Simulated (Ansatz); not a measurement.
**Formation energy and levels of the vacancy V_N in AlN (F-43m)**

Wanted: the transition levels of a vacancy in AlN (F-43m), from a cell of 54 host atoms with 1 N taken out.

Method: place-levels on r2SCAN runs: charge-transition levels and formation energies with image-charge correction and potential alignment at the atomic sites; PAW set soft_1, in Ansatz 0.2.0.

## Step 1: Set-up

The cell holds 53 atoms: 27 Al and 26 N. Cell: a = 9.408 Å, b = 9.408 Å, c = 9.408 Å, α = 60.0°, β = 60.0°, γ = 60.0°. It derives from AlN (space group F-43m). Nearest the centre at fractional (0.417, 0.417, 0.417): Al32 at 1.92 Å, Al28 at 1.92 Å, Al27 at 1.92 Å, Al44 at 1.92 Å, N24 at 3.14 Å, N29 at 3.14 Å, N22 at 3.14 Å, N31 at 3.14 Å.

Structure file:

```xyz
53
Lattice="0.0000 6.6525 6.6525 6.6525 0.0000 6.6525 6.6525 6.6525 0.0000" Properties=species:S:1:pos:R:3 pbc="T T T"
Al    0.0000    0.0000    0.0000
N     1.1088    1.1088    1.1088
Al    2.2175    2.2175    0.0000
N     3.3263    3.3263    1.1088
Al    4.4350    4.4350    0.0000
N     5.5438    5.5438    1.1088
Al    2.2175    0.0000    2.2175
N     3.3263    1.1088    3.3263
Al    4.4350    2.2175    2.2175
N     5.5438    3.3263    3.3263
Al    6.6525    4.4350    2.2175
N     7.7613    5.5438    3.3263
Al    4.4350    0.0000    4.4350
N     5.5438    1.1088    5.5438
Al    6.6525    2.2175    4.4350
N     7.7613    3.3263    5.5438
Al    8.8700    4.4350    4.4350
N     9.9788    5.5438    5.5438
Al    0.0000    2.2175    2.2175
N     1.1088    3.3263    3.3263
Al    2.2175    4.4350    2.2175
N     3.3263    5.5438    3.3263
Al    4.4350    6.6525    2.2175
N     5.5438    7.7613    3.3263
Al    2.2175    2.2175    4.4350
N     3.3263    3.3263    5.5438
Al    4.4350    4.4350    4.4350
Al    6.6525    6.6525    4.4350
N     7.7613    7.7613    5.5438
Al    4.4350    2.2175    6.6525
N     5.5438    3.3263    7.7613
Al    6.6525    4.4350    6.6525
N     7.7613    5.5438    7.7613
Al    8.8700    6.6525    6.6525
N     9.9788    7.7613    7.7613
Al    0.0000    4.4350    4.4350
N     1.1088    5.5438    5.5438
Al    2.2175    6.6525    4.4350
N     3.3263    7.7613    5.5438
Al    4.4350    8.8700    4.4350
N     5.5438    9.9788    5.5438
Al    2.2175    4.4350    6.6525
N     3.3263    5.5438    7.7613
Al    4.4350    6.6525    6.6525
N     5.5438    7.7613    7.7613
Al    6.6525    8.8700    6.6525
N     7.7613    9.9788    7.7613
Al    4.4350    4.4350    8.8700
N     5.5438    5.5438    9.9788
Al    6.6525    6.6525    8.8700
N     7.7613    7.7613    9.9788
Al    8.8700    8.8700    8.8700
N     9.9788    9.9788    9.9788
```

The host's dielectric constants go in as inputs: 4.64 for the electrons alone, 8.51 with the ions, computed on the host (DFPT, PBEsol, on the r2SCAN cell), and a cell off the functional's own equilibrium shifts the ionic part.

The relaxed host is scaled by +1.5 % along all axes; the dielectric constants are those of the unstrained host.

The cell's shortest repeat is 9.4 Å.

## Step 2: What was run first

A transition level is the Fermi level at which two charge states cost the same, so each charge needs its own total energy, at its own relaxed structure.

Random displacements of about 0.05 Å break the site symmetry at the start, so that the relaxation can reach a distorted minimum if there is one. Forces are taken at one point at (¼, ¼, ¼). The cell holds 1 electron more than the neutral one, with a uniform background that keeps it neutral on the whole.

The sampling was tested on the host first: at the k-points planned (1x1x1 shifted 0.25 0.25 0.25) its energy lies 0.044 eV an atom from the dense-mesh value, so the final energies take a denser sampling.

One state's input; the others differ in charge, spin, start and seed, and in occupations where the table says so.

The input, qm1.relax/input.yaml:

```yaml
crystal:
  lattice:
    - [0.0, 6.65250271, 6.65250271]
    - [6.65250271, 0.0, 6.65250271]
    - [6.65250271, 6.65250271, 0.0]
  atoms:
    - { symbol: Al, position: [0.0, 0.0, 0.0] }
    - { symbol: "N", position: [0.08333333, 0.08333333, 0.08333333] }
    - { symbol: Al, position: [0.0, 0.0, 0.33333333] }
    - { symbol: "N", position: [0.08333333, 0.08333333, 0.41666667] }
    - { symbol: Al, position: [0.0, 0.0, 0.66666667] }
    - { symbol: "N", position: [0.08333333, 0.08333333, 0.75] }
    - { symbol: Al, position: [0.0, 0.33333333, 0.0] }
    - { symbol: "N", position: [0.08333333, 0.41666667, 0.08333333] }
    - { symbol: Al, position: [0.0, 0.33333333, 0.33333333] }
    - { symbol: "N", position: [0.08333333, 0.41666667, 0.41666667] }
    - { symbol: Al, position: [0.0, 0.33333333, 0.66666667] }
    - { symbol: "N", position: [0.08333333, 0.41666667, 0.75] }
    - { symbol: Al, position: [0.0, 0.66666667, 0.0] }
    - { symbol: "N", position: [0.08333333, 0.75, 0.08333333] }
    - { symbol: Al, position: [0.0, 0.66666667, 0.33333333] }
    - { symbol: "N", position: [0.08333333, 0.75, 0.41666667] }
    - { symbol: Al, position: [0.0, 0.66666667, 0.66666667] }
    - { symbol: "N", position: [0.08333333, 0.75, 0.75] }
    - { symbol: Al, position: [0.33333333, 0.0, 0.0] }
    - { symbol: "N", position: [0.41666667, 0.08333333, 0.08333333] }
    - { symbol: Al, position: [0.33333333, 0.0, 0.33333333] }
    - { symbol: "N", position: [0.41666667, 0.08333333, 0.41666667] }
    - { symbol: Al, position: [0.33333333, 0.0, 0.66666667] }
    - { symbol: "N", position: [0.41666667, 0.08333333, 0.75] }
    - { symbol: Al, position: [0.33333333, 0.33333333, 0.0] }
    - { symbol: "N", position: [0.41666667, 0.41666667, 0.08333333] }
    - { symbol: Al, position: [0.33333333, 0.33333333, 0.33333333] }
    - { symbol: Al, position: [0.33333333, 0.33333333, 0.66666667] }
    - { symbol: "N", position: [0.41666667, 0.41666667, 0.75] }
    - { symbol: Al, position: [0.33333333, 0.66666667, 0.0] }
    - { symbol: "N", position: [0.41666667, 0.75, 0.08333333] }
    - { symbol: Al, position: [0.33333333, 0.66666667, 0.33333333] }
    - { symbol: "N", position: [0.41666667, 0.75, 0.41666667] }
    - { symbol: Al, position: [0.33333333, 0.66666667, 0.66666667] }
    - { symbol: "N", position: [0.41666667, 0.75, 0.75] }
    - { symbol: Al, position: [0.66666667, 0.0, 0.0] }
    - { symbol: "N", position: [0.75, 0.08333333, 0.08333333] }
    - { symbol: Al, position: [0.66666667, 0.0, 0.33333333] }
    - { symbol: "N", position: [0.75, 0.08333333, 0.41666667] }
    - { symbol: Al, position: [0.66666667, 0.0, 0.66666667] }
    - { symbol: "N", position: [0.75, 0.08333333, 0.75] }
    - { symbol: Al, position: [0.66666667, 0.33333333, 0.0] }
    - { symbol: "N", position: [0.75, 0.41666667, 0.08333333] }
    - { symbol: Al, position: [0.66666667, 0.33333333, 0.33333333] }
    - { symbol: "N", position: [0.75, 0.41666667, 0.41666667] }
    - { symbol: Al, position: [0.66666667, 0.33333333, 0.66666667] }
    - { symbol: "N", position: [0.75, 0.41666667, 0.75] }
    - { symbol: Al, position: [0.66666667, 0.66666667, 0.0] }
    - { symbol: "N", position: [0.75, 0.75, 0.08333333] }
    - { symbol: Al, position: [0.66666667, 0.66666667, 0.33333333] }
    - { symbol: "N", position: [0.75, 0.75, 0.41666667] }
    - { symbol: Al, position: [0.66666667, 0.66666667, 0.66666667] }
    - { symbol: "N", position: [0.75, 0.75, 0.75] }
  host:
    repeats: [3, 3, 3]
    atoms:
      - { symbol: Al, position: [0.0, 0.0, 0.0] }
      - { symbol: "N", position: [0.25, 0.25, 0.25] }
total_charge: -1
basis:
  ecutwfc: 500
  xc_grid: 2
hamiltonian:
  xc: r2scan
  pseudopotentials: { kind: paw, azcp: { folder: soft_1 } }
kpoints:
  mp_grid: { grid: [1, 1, 1], shift: [0.25, 0.25, 0.25] }
scf:
  occupations: { method: fixed }
  max_iter: 80
output:
  forces: true
  charged_corrections:
    epsilon: 4.64
    static_epsilon: 8.51
    defect_position: [0.416667, 0.416667, 0.416667]
relax:
  f_tol: 0.02
  max_steps: 80
  random_displacement: { amplitude: 0.05, seed: 9169 }
checkpoint:
  write: "../qm1.relax.run"
  compress: false
  write_wavefunctions: true
  write_every: 100000
```

On the command line:

```
ansatz run input.yaml --threads 4 --pin off --max-ram 7536MiB --backend cpu --events-out ev --progress --plain --runs-dir out
```

The relaxed structure is kept and the sampling changed to a 2×2×2 shifted mesh.

The run of this state that the levels use, under r2SCAN:

The input, qm1.point/input.yaml:

```yaml
crystal:
  checkpoint: "../qm1.relax.run"
  host: checkpoint
total_charge: -1
basis:
  ecutwfc: 500
  xc_grid: 2
hamiltonian:
  xc: r2scan
  pseudopotentials: { kind: paw, azcp: { folder: soft_1 } }
kpoints:
  mp_grid: { grid: [2, 2, 2], shift: [0.5, 0.5, 0.5] }
scf:
  occupations: { method: fermi_dirac, width: 0.01 }
  max_iter: 80
output:
  forces: true
  eigenvalues: true
  charged_corrections:
    epsilon: 4.64
    static_epsilon: 8.51
    defect_position: [0.416667, 0.416667, 0.416667]
  eigenstates: { localisation: true }
  populations: true
  band_densities: [{ bands: [v1, v1] }, { bands: [c1, c1] }]
  write_density: true
  write_potential: true
  volumetric_format: npy
checkpoint:
  read: "../qm1.relax.run"
  write: "../qm1.point.run"
  compress: false
  write_wavefunctions: false
  write_every: 100000
```

Relaxations under r2SCAN at one point at (¼, ¼, ¼); times on 4 threads of Arm Neoverse V1, shared host:

| charge | moment (μB) | occupations | outcome | steps | largest displacement against the far atoms (Å) | time |
| --- | --- | --- | --- | --- | --- | --- |
| −1 | 0 | fixed | converged | 10 | 0.19 | 75 s |
| 0 | 1 | fixed | converged | 6 | 0.11 | 2.2 min |
| +1 | 0 | fixed | converged | 6 | 0.10 | 49 s |
| +2 | 1 | fixed | converged | 7 | 0.26 | 2.2 min |
| +3 | 0 | fixed | converged | 7 | 0.41 | 67 s |

Single points under r2SCAN at a 2×2×2 shifted mesh; times on 4 threads of Arm Neoverse V1, shared host:

```
charge  moment (μB)  occupations    outcome     time
    −1            0  fermi-dirac  converged     45 s
     0            1  fermi-dirac  converged  1.9 min
    +1            0  fermi-dirac  converged     45 s
    +2            1  fermi-dirac  converged  1.9 min
    +3            0  fermi-dirac  converged     44 s
```

Distances (Å) from the ideal centre to the nearest atoms after relaxation with r2SCAN:

```
charge  moment (μB)       1.       2.       3.       4.      5.      6.
    −1            0  Al 1.85  Al 1.89  Al 1.89  Al 1.91  N 3.08  N 3.08
     0            1  Al 1.92  Al 1.93  Al 1.93  Al 1.97  N 3.10  N 3.10
    +1            0  Al 2.01  Al 2.01  Al 2.01  Al 2.02  N 3.13  N 3.13
    +2            1  Al 2.16  Al 2.16  Al 2.17  Al 2.18  N 3.13  N 3.13
    +3            0  Al 2.32  Al 2.32  Al 2.32  Al 2.33  N 3.13  N 3.13
```

(Continued in part 2 of 2.)

[Logs are printed without paths, hosts, clocks, repeated set-up lines and the standing remarks that a program may print on its own settings, such as how far it seeks lower states.]

[Hosts, paths, dates, database ids (printed as entryN), source tags and the programs' standing remarks are cut or masked in the printed files.]

[Where a table of states has a column of steps, it counts the stored structures, which are thinned; the runs took as many ionic steps or more.]

[A defect's name tells the site on which it was built; relaxed atoms can leave that site.]

[For some hosts the program warned that the k-mesh of the response run may be too coarse for force constants and the static dielectric constant; such warnings are not shown here.]
